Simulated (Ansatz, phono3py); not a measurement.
# LiH (Fm-3m): lattice thermal conductivity, part 5 of 5

Aim: the lattice thermal conductivity of LiH against temperature, and which phonons carry it.

Measurements to reproduce:
- thermal conductivity 15 W/m/K near room temperature (given in “Combining the AFLOW GIBBS and Elastic Libraries to efficiently and robustly screen thermo-mechanical properties of solids”, 2017, arXiv:1611.05714)
- thermal conductivity 15 W/m/K near room temperature (given in “Predicting the lattice thermal conductivity of solids by solving the Boltzmann transport equation: AFLOW - AAPL an automated, accurate and efficient framework”, 2017, arXiv:1611.05481)

Ansatz 0.2.0; DFT LDA, scalar-relativistic, plane waves, PAW; PAW set soft_1.

So far, κ at 300 K (relaxation time) (W/m/K): step 6 (third-order constants and the Boltzmann equation, k-mesh …) 27.4. Also highest frequency (cm⁻¹): step 6 1099. The relaxed cell has a = 3.908 Å (conventional setting).

The database entry behind the starting cell differs from later determinations by our own check (the deuteride, about 0.2 % short), so it need not match the best structure at ambient conditions.

## (7) Third-order constants and the Boltzmann equation, k-mesh 8×8×8, third order supercell 4×4×4 (continued)

Relaxation-time solution. The share of κ carried by shorter paths by mean free path:

```tsv
mean free path (nm)	100 K	300 K	500 K
0.316	0	0.001	0.006
0.464	0	0.002	0.011
0.681	0	0.004	0.021
1	0	0.008	0.036
1.47	0	0.017	0.059
2.15	0	0.029	0.109
3.16	0	0.05	0.197
4.64	0.001	0.102	0.283
6.81	0.003	0.189	0.361
10	0.006	0.274	0.453
14.7	0.014	0.364	0.575
21.5	0.022	0.457	0.7
31.6	0.032	0.573	0.804
46.4	0.045	0.695	0.848
68.1	0.063	0.788	0.883
100	0.108	0.835	0.915
147	0.158	0.856	0.922
215	0.214	0.901	0.937
316	0.288	0.909	0.959
464	0.362	0.927	0.959
681	0.453	0.952	1
1000	0.496	0.952	1
1470	0.564	1	1
2150	0.611	1	1
3160	0.728	1	1
4640	0.775	1	1
6810	0.868	1	1
10000	0.868	1	1
14700	1	1	1
```

300 K; a sample spread over frequency. Mode lifetimes, by row, the first 40 of 90 rows:

```tsv
q1	q2	q3	branch	frequency (THz)	rms speed (km/s)	three-phonon rate (1/ps)	isotope rate (1/ps)	lifetime (ps)	mean free path (nm)
0	0	0.037	1	1.194	7.19	0.0431	4.65e-6	23.2	167
0.037	0.1111	0.1481	1	4.14	6.21	0.332	0.00171	3	18.6
0	0.1111	0.1852	1	5.358	5.6	0.374	0.00613	2.63	14.7
0	0.1111	-0.1852	1	6.264	4.26	0.605	0.0143	1.61	6.87
0.037	0.1852	-0.1481	1	6.79	4	0.552	0.0228	1.74	6.95
0	0.1852	0.2593	1	7.259	4.46	0.187	0.0339	4.52	20.2
0.037	0.0741	0.3333	2	7.675	3.78	0.343	0.0493	2.55	9.64
0.037	0.2593	0.2963	1	7.946	3.71	0.123	0.0628	5.37	19.9
0.037	0.1111	0.3704	2	8.221	3.52	0.275	0.082	2.8	9.85
0.037	0.2222	0.3704	1	8.424	3.29	0.206	0.1	3.27	10.8
0	0.2593	0.3333	1	8.621	2.91	0.0947	0.124	4.57	13.3
0.037	0.1481	0.4444	1	8.798	2.25	0.329	0.157	2.06	4.64
0.037	0.1852	0.4444	1	8.924	2.23	0.264	0.196	2.17	4.85
0	0.1111	-0.3333	2	9.038	3.2	0.221	0.238	2.18	6.98
0.037	0.1852	-0.3704	1	9.141	1.46	0.42	0.253	1.49	2.18
0	0.1852	-0.4074	1	9.275	1.13	0.395	0.263	1.52	1.71
0.1481	0.3333	-0.1852	1	9.365	2.74	0.352	0.27	1.61	4.41
0	0.3704	0.3704	1	9.491	1.84	0.085	0.277	2.77	5.08
0	0.1481	0.4815	2	9.591	2.84	0.365	0.294	1.52	4.31
0	0.3333	-0.3333	1	9.684	1.04	0.356	0.302	1.52	1.58
0.0741	0.3333	-0.4815	1	9.814	1.8	0.181	0.314	2.02	3.64
0.037	0.1852	-0.4815	2	9.901	2.88	0.356	0.329	1.46	4.21
0	0.2593	0.4444	2	10.01	3.24	0.241	0.343	1.71	5.55
0.1481	0.3333	-0.3333	1	10.08	1.91	0.315	0.37	1.46	2.79
0.1111	0.2222	-0.4444	2	10.22	2.83	0.324	0.278	1.66	4.71
0.1852	0.4074	-0.2222	1	10.34	2.41	0.322	0.252	1.74	4.19
0.037	0.2593	-0.2593	2	10.52	3.42	0.161	0.223	2.6	8.9
0.1481	0.4444	-0.3333	1	10.69	2.4	0.226	0.206	2.31	5.56
0.1852	0.4444	-0.3333	1	10.87	2.04	0.24	0.194	2.3	4.7
0.037	0.2963	-0.4444	2	11.11	3.09	0.586	0.206	1.26	3.9
0.1852	0.4815	-0.3333	2	11.37	2.14	0.401	0.165	1.77	3.77
0.0741	0.3333	-0.2963	2	11.67	2.7	0.593	0.159	1.33	3.59
0.1852	0.4444	-0.2963	2	11.98	2.31	0.513	0.131	1.55	3.58
0.2222	0.4815	-0.2963	3	12.39	2.04	0.564	0.0784	1.56	3.18
0.1852	0.4074	-0.2963	3	12.74	2.95	0.708	0.172	1.14	3.36
0	0.3704	0.3704	3	13.01	1.78	1.11	0.3	0.707	1.26
0	0.3704	0.4074	3	13.16	1.34	1.01	0.452	0.682	0.914
0.037	0.3704	0.4815	3	13.26	0.48	0.841	0.718	0.641	0.308
0.0741	0.4815	-0.4444	3	13.36	0.69	0.695	0.508	0.831	0.573
0.1481	0.3333	-0.4444	3	13.5	1.62	1.36	0.33	0.59	0.958
```

Without the LO-TO term. Gamma linewidths, by row:

```tsv
branch	frequency (cm⁻¹)	three-phonon rate (1/ps)	isotope rate (1/ps)	FWHM (cm⁻¹)
4	645.9	1.77	6.67e-30	9.4
5	645.9	1.77	6.67e-30	9.4
6	645.9	1.77	6.67e-30	9.4
```

W/m/K, third of the trace; RTA populations with a boundary rate v/L added to each mode (Matthiessen's rule). Kappa by grain size, by row:

```tsv
T (K)	bulk	10 nm	30 nm	100 nm	300 nm	1000 nm	10000 nm	100000 nm
100	125.2	4.785	10.88	23.31	40.43	63.13	103.6	121.8
300	29.03	9.843	15.47	21.08	24.68	27.06	28.75	29
```

W/m/K, third of the trace; RTA populations with the isotope rates scaled. Kappa by mass disorder, by row:

```tsv
T (K)	no isotopes	as typed	variance x 3	variance x 10	variance x 30
100	228	125.2	99.8	70.48	43.86
300	42.92	29.03	21.99	15.47	11.01
```

At 300 K the relaxation-time value is 29.2 W/(m K), 1.1 times that of the rung before.

## (8) The ladder

Ladder, by row:

```tsv
cells or q mesh	k mesh	pair cutoff	atoms in the supercell	q-mesh of the transport sums	κ at 300 K (relaxation time) (W/m/K)	κ at 300 K (full solution) (W/m/K)	core-minutes
3x3x3	9x9x9	2.914	54	17×17×17	27.37	30.44	16.4
8x8x8	8x8x8	2.914	128	27×27×27	29.18	-	68.8
```

## (9) Summary of results

```json
{
  "highest frequency": "1106 cm⁻¹",
  "Debye temperature from the second moment": "1298 K",
  "κ at 300 K (relaxation time)": "29.18 W/m/K",
  "mean free path at half of κ": "24.6 nm",
  "share of κ above the three lowest branches": "0.034"
}
```

The lattice of LiH conducts 29.2 W/(m K) at 300 K by LDA (mean over directions, relaxation-time solution). Above 300 K the relaxation-time κ falls as T^-1.00, near the 1/T law of three-phonon scattering. Grains of 100 nm would keep 73 % of the bulk value at 300 K, and grains of 1 µm 93 %. Removing the natural isotope disorder raises κ at 300 K by 48 %. The first rung (54 atoms, cutoff 2.91 Å) gave 27.4 W/(m K) by relaxation time for 0.24 times the cost of the last; the two share the cutoff and differ in supercell or meshes, so the cutoff itself is not tested. A measured thermal conductivity near room temperature is 15 W/m/K (arXiv:1611.05714); the calculated 29.2 W/m/K differs by +95 %. The relaxed cell is 12 % smaller in volume than the database cell, which stiffens most phonons and usually raises κ; no run here tested that. Four-phonon, defect and boundary scattering, which are left out, would lower the calculated value; thermal expansion is left out too. The last run computed the relaxation-time solution alone; it counts normal processes as resistive, so the full solution usually lies higher: on an earlier rung it gave 30.4 against 27.4 W/(m K). The sum rules changed one orbit of cubic constants by up to 31 %; by the manual a large change points to a short cutoff or, on a small and distant orbit, to noisy forces. The conductivities include the coherence part between close branches; the shares for grains, isotopes, branches and paths are of the relaxation-time populations alone. Cubic couplings among atoms farther apart than the pair cutoff are dropped, and neither the cutoff nor the q-mesh was shown to be converged here. The PAW files were made for PBE and are used here under another functional, for which the program regenerates the frozen cores. The cell of these runs is 12 % smaller in volume than the database cell; frequencies and all that rests on them shift with it.

[Logs are printed without paths, hosts, clocks, repeated set-up lines and the standing remarks that a program may print on its own settings, such as how far it seeks lower states.]

[Hosts, paths, dates, database ids (printed as entryN), source tags and the programs' standing remarks are cut or masked in the printed files.]

[A step with changed settings may run another functional than the one named; its input shows which.]
